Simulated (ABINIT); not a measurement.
## BeTlI3 (Pm-3m): zone-centre phonons

Which modes does BeTlI3 (Pm-3m) have at the zone centre?

Program: ABINIT 10.8.3. Level of theory: DFT PBEsol, scalar-relativistic, plane waves, PseudoDojo norm-conserving pseudopotentials. Results are calculated unless marked as measured.

Report form: the programs' logs are mostly left out.

The structure was built from a prototype and need not be the compound's stable phase.

## 1. Starting point

It takes space group Pm-3m (No. 221, cubic). Conventional cell: a = 5.194 Å, b = 5.194 Å, c = 5.194 Å, α = 90.00°, β = 90.00°, γ = 90.00°. Nearest to Tl lie 12 I at 3.67 Å. Nearest to Be lie 6 I at 2.60 Å. I has 2 Be at 2.60 Å and 4 Tl at 3.67 Å nearest. Farther neighbours and most contacts between anions are not listed.

## 2. A probe with smearing

A first run with smearing and empty bands tells whether the crystal has a gap, which decides between fixed occupations and smearing later on.

File probe.abi:

```
# ground state
tolvrs 1.0d-08
prtden 1
prtwf 1

# basis, mesh and filling
ecut 38.0
ngkpt 4 4 4
nshiftk 1
shiftk 0.0 0.0 0.0
istwfk *1
occopt 7
tsmear 0.005
nband 27
nstep 100
diemac 9.0
prtebands 0
prtgsr 0
useylm 1

# cell and atoms
acell 3*1.0 Angstrom
rprim 
    5.194 0.0 0.0
    0.0 5.194 0.0
    0.0 0.0 5.194
ntypat 3
znucl 81 4 53
natom 5
typat 1 2 3 3 3
xred 
    0.0 0.0 0.0
    0.5 0.5 0.5
    0.5 0.5 0.0
    0.5 0.0 0.5
    0.0 0.5 0.5
pp_dirpath "./pseudo"
pseudos "Tl.upf, Be.upf, I.upf"
```

Command:

```sh
OMP_NUM_THREADS=1 mpirun -n 4 abinit probe.abi > probe.log
```

Elapsed: 31 s, on 4 MPI ranks of Arm Neoverse V2, shared host.

Read from the output:

```yaml
volume_per_atom: 28.02 Å³
pressure: 2.775 GPa
gap_on_the_k_mesh: 0.04925 eV
```

A gap of 0.049 eV on this mesh is too small to trust, so smearing is kept; the printed pressure holds the stress of the finite basis too.

## 3. Rough relaxation

The typed start is rough, so a first relaxation with smearing and loose thresholds takes it towards rest cheaply.

File prerelax.abi:

```
# relaxation
ionmov 2
optcell 2
dilatmx 1.15
chkdilatmx 0
ntime 40
tolmxf 3.0d-04
tolvrs 1.0d-10
prtwf 0
prtden 0
chksymtnons 0

# basis, mesh and filling
ecut 38.0
ecutsm 3.0
ngkpt 4 4 4
nshiftk 1
shiftk 0.0 0.0 0.0
istwfk *1
occopt 7
tsmear 0.005
nband 27
nstep 100
diemac 9.0
prtebands 0
prtgsr 0
useylm 1

# cell and atoms
acell 3*1.0 Angstrom
rprim 
    5.194 0.0 0.0
    0.0 5.194 0.0
    0.0 0.0 5.194
ntypat 3
znucl 81 4 53
natom 5
typat 1 2 3 3 3
xred 
    0.0 0.0 0.0
    0.5 0.5 0.5
    0.5 0.5 0.0
    0.5 0.0 0.5
    0.0 0.5 0.5
pp_dirpath "./pseudo"
pseudos "Tl.upf, Be.upf, I.upf"
```

Command:

```sh
OMP_NUM_THREADS=1 mpirun -n 4 abinit prerelax.abi > prerelax.log
```

Run time: 2.4 min. Hardware: 4 MPI ranks.

Step by step:

```
step  energy less that of the first step (eV)  largest force (eV/Å)  volume (Å³)
   1                                   0.0000                0.0000       140.12
   2                                  -0.0207                0.0000       141.36
   3                                  -0.0930                0.0000       150.30
   4                                  -0.0937                0.0000       151.25
```

```
conventional cell, symmetrised  before  after  change
                         a (Å)   5.194  5.328  +2.6 %
                         b (Å)   5.194  5.328  +2.6 %
                         c (Å)   5.194  5.328  +2.6 %
              volume (Å³/atom)   28.02  30.25  +7.9 %
```

The relaxed structure:

```cif
data_structure
_symmetry_space_group_name_H-M 'P 1'
_symmetry_Int_Tables_number 1
_cell_length_a 5.3281
_cell_length_b 5.3281
_cell_length_c 5.3281
_cell_angle_alpha 90.000
_cell_angle_beta 90.000
_cell_angle_gamma 90.000
_cell_volume 151.25
loop_
_atom_site_label
_atom_site_type_symbol
_atom_site_fract_x
_atom_site_fract_y
_atom_site_fract_z
_atom_site_occupancy
Tl1 Tl 0.00000 0.00000 0.00000 1
Be2 Be 0.50000 0.50000 0.50000 1
I3 I 0.50000 0.50000 0.00000 1
I4 I 0.50000 0.00000 0.50000 1
I5 I 0.00000 0.50000 0.50000 1
```

Numbers from this step:

| Quantity | Value |
| --- | --- |
| volume per atom | 30.25 Å³ |
| pressure | 0.02087 GPa |
| gap on the k-mesh | 0 eV |

The volume changes by +7.9 % in this run and stands +7.9 % from the first cell.

## 4. Relaxation

The harmonic expansion needs vanishing forces, and a free crystal bears no stress, so cell and atoms are brought to rest. Stress is more sensitive to the basis than forces are: the last 3 Ha under the cutoff are smoothed with ecutsm, and the cutoff is raised above that of the later runs.

File relax.abi:

```
# relaxation
ionmov 2
optcell 2
dilatmx 1.08
ntime 40
tolmxf 1.0d-05
tolvrs 1.0d-14
prtwf 0
prtden 0
chksymtnons 0

# basis, mesh and filling
ecut 47.0
ecutsm 3.0
ngkpt 6 6 6
nshiftk 1
shiftk 0.0 0.0 0.0
istwfk *1
occopt 7
tsmear 0.001
nband 27
nstep 100
diemac 9.0
prtebands 0
prtgsr 0
useylm 1

# cell and atoms
acell 3*1.0 Angstrom
rprim 
    5.328064159 0.0 0.0
    0.0 5.328064159 0.0
    0.0 0.0 5.328064159
ntypat 3
znucl 81 4 53
natom 5
typat 1 2 3 3 3
xred 
    0.0 0.0 0.0
    0.5 0.5 0.5
    0.5 0.5 0.0
    0.5 0.0 0.5
    0.0 0.5 0.5
pp_dirpath "./pseudo"
pseudos "Tl.upf, Be.upf, I.upf"
```

Command:

```sh
OMP_NUM_THREADS=1 mpirun -n 4 abinit relax.abi > relax.log
```

Run time: 5.1 min. Hardware: 4 MPI ranks; 20 min of CPU time.

Little changed from the start: no atom moved by 0.005 Å and no cell edge by 0.1 %.

This step gave:

```
volume per atom : 30.22 Å³
pressure        : 5.27e-5 GPa
```

The volume changes by -0.1 % in this run and stands +7.8 % from the first cell.

## 5. Self-consistent run for the response

The response is built on these wavefunctions, so the potential is converged far more tightly than an energy would need. Smearing stays on, as the first look found no gap above 0.3 eV.

File gs.abi:

```
# ground state
tolvrs 1.0d-16
prtden 1
prtwf 1

# basis, mesh and filling
ecut 38.0
ngkpt 6 6 6
nshiftk 1
shiftk 0.0 0.0 0.0
istwfk *1
occopt 7
tsmear 0.001
nband 27
nstep 100
diemac 9.0
prtebands 0
prtgsr 0
useylm 1

# cell and atoms
acell 3*1.0 Angstrom
rprim 
    5.326057903 0.0 0.0
    0.0 5.326057903 0.0
    0.0 0.0 5.326057903
ntypat 3
znucl 81 4 53
natom 5
typat 1 2 3 3 3
xred 
    0.0 0.0 0.0
    0.5 0.5 0.5
    0.5 0.5 0.0
    0.5 0.0 0.5
    0.0 0.5 0.5
pp_dirpath "./pseudo"
pseudos "Tl.upf, Be.upf, I.upf"
```

Command:

```sh
OMP_NUM_THREADS=1 mpirun -n 4 abinit gs.abi > gs.log
```

It took 67 s on 4 MPI ranks.

This step gave:

| Item | Value |
| --- | --- |
| pressure | -0.08606 GPa |

The cell stands at -0.086 GPa, close enough for phonons.

## 6. Zone-centre response

At q = 0 one unit cell holds all displacements. The response is solved for single atoms along the cell's directions, and symmetry skips those that follow from others. The crystal is treated as a metal, which screens a static field, so no field response is asked.

File dfpt_gamma.abi:

```

# common to the responses
getwfk_filepath "gso_WFK"
kptopt 2
nqpt 1
qpt 0.0 0.0 0.0
asr 0
chneut 0

# displacements
rfphon 1
rfatpol 1 5
rfdir 1 1 1
tolvrs 1.0d-10
prtwf 0

# basis, mesh and filling
ecut 38.0
ngkpt 6 6 6
nshiftk 1
shiftk 0.0 0.0 0.0
istwfk *1
occopt 7
tsmear 0.001
nband 27
nstep 100
diemac 9.0
prtebands 0
prtgsr 0
useylm 1

# cell and atoms
acell 3*1.0 Angstrom
rprim 
    5.326057903 0.0 0.0
    0.0 5.326057903 0.0
    0.0 0.0 5.326057903
ntypat 3
znucl 81 4 53
natom 5
typat 1 2 3 3 3
xred 
    0.0 0.0 0.0
    0.5 0.5 0.5
    0.5 0.5 0.0
    0.5 0.0 0.5
    0.0 0.5 0.5
pp_dirpath "./pseudo"
pseudos "Tl.upf, Be.upf, I.upf"
```

Command:

```sh
OMP_NUM_THREADS=1 mpirun -n 4 abinit dfpt_gamma.abi > dfpt_gamma.log
```

Run time: 8.7 min. Hardware: 4 MPI ranks; 35 min of CPU time.

Read from the output:

| Quantity | Value |
| --- | --- |
| largest acoustic frequency at the zone centre before the sum rule | -1.88 cm⁻¹ |
| highest optical zone-centre mode (no LO-TO term) | 96.02 cm⁻¹ |
| lowest optical zone-centre mode | -232.3 cm⁻¹ |

The acoustic modes at Γ come out as far as 1.9 cm⁻¹ from zero, where they should vanish, a small numerical error. The lowest optical mode is imaginary, 232i cm⁻¹, an instability at this level and on this k mesh.

## 7. Modes with the sum rule

anaddb reads the merged derivatives and imposes the acoustic sum rule.

File anaddb.abi:

```
ddb_filepath "gamma_DDB"
output_file "anaddb.abo"
outdata_prefix "anaddb"
asr 1
chneut 1
enunit 2
eivec 1
nph1l 1
qph1l 0.0 0.0 0.0 1.0
```

File mrgddb.in:

```
gamma_DDB
merged
2
dfpt_gammao_DDB
gso_DDB
```

Command:

```sh
mrgddb < mrgddb.in > mrgddb.log
OMP_NUM_THREADS=1 anaddb anaddb.abi > anaddb.log
```

It took 0.52 s on 1 thread.

Numbers from this step:

```yaml
highest_optical_zone_centre_mode_no_lo_to_term: 96.07 cm⁻¹
lowest_optical_zone_centre_mode: -231.8 cm⁻¹
```

No LO-TO term; unit eigenvectors of the mass-weighted matrix, from anaddb's displacements. Modes at Γ, with each element's share of the kinetic energy (negative means imaginary):

```
mode  frequency (cm⁻¹)  symmetry  Tl %  Be %  I %
   1            -231.9       T1u     0    97    3
   2            -231.9       T1u     0    97    3
   3            -231.9       T1u     0    97    3
   4             -18.6       T1u    66     1   33
   5             -18.6       T1u    66     1   33
   6             -18.6       T1u    66     1   33
   7               0.0  acoustic    34     2   64
   8               0.0  acoustic    34     2   64
   9               0.0  acoustic    34     2   64
  10              45.3       T2u     0     0  100
  11              45.3       T2u     0     0  100
  12              45.3       T2u     0     0  100
  13              96.1       T1u     0     0  100
  14              96.1       T1u     0     0  100
  15              96.1       T1u     0     0  100
```

Displacements in mode 1 (-231.9 cm⁻¹), the largest set to 1:
```
Tl1  0.00  0.00  0.00
Be2  0.00  0.00  1.00
I3   0.00  0.00 -0.04
I4   0.00  0.00 -0.02
I5   0.00  0.00 -0.02
```

Displacements in mode 13 (96.1 cm⁻¹), the largest set to 1:
```
Tl1  0.00  0.00  0.01
Be2  0.00  0.00 -0.25
I3   0.00  0.00 -1.00
I4   0.00  0.00  0.50
I5   0.00  0.00  0.50
```

The rule also moves an optical mode by 0.5 cm⁻¹.

## 8. Results

| Property | Result |
| --- | --- |
| space group after relaxation | Pm-3m |
| volume per atom | 30.2 Å³ |
| highest optical zone-centre mode (no LO-TO term) | 96.1 cm⁻¹ |
| lowest optical zone-centre mode | -231.8 cm⁻¹ |
| imaginary optical modes at the zone centre (no q mesh in this session) | yes |

At the PBEsol level the optical modes of BeTlI3 (Pm-3m) at the zone centre run from 232i to 96 cm⁻¹, so the structure is a saddle point, with 6 modes beyond 10i cm⁻¹ there. These are harmonic frequencies at zero temperature: anharmonic shifts and linewidths and thermal expansion are left out. Spin-orbit coupling is left out, which can matter for the heavy elements here. The gap is closed at this level, which can be the usual underestimate of semilocal functionals and leaves polar modes without their LO-TO splitting; the narrow smearing kept for a small-gap crystal asks for a denser k mesh than was used. The structure is a hypothetical one, built on a prototype.

[Host names and launcher messages were left out of these logs when they were recorded.]

[Logs are printed without paths, hosts, clocks, repeated set-up lines and the standing remarks that a program may print on its own settings, such as how far it seeks lower states.]

[Hosts, paths, dates, database ids (printed as entryN), source tags and the programs' standing remarks are cut or masked in the printed files.]
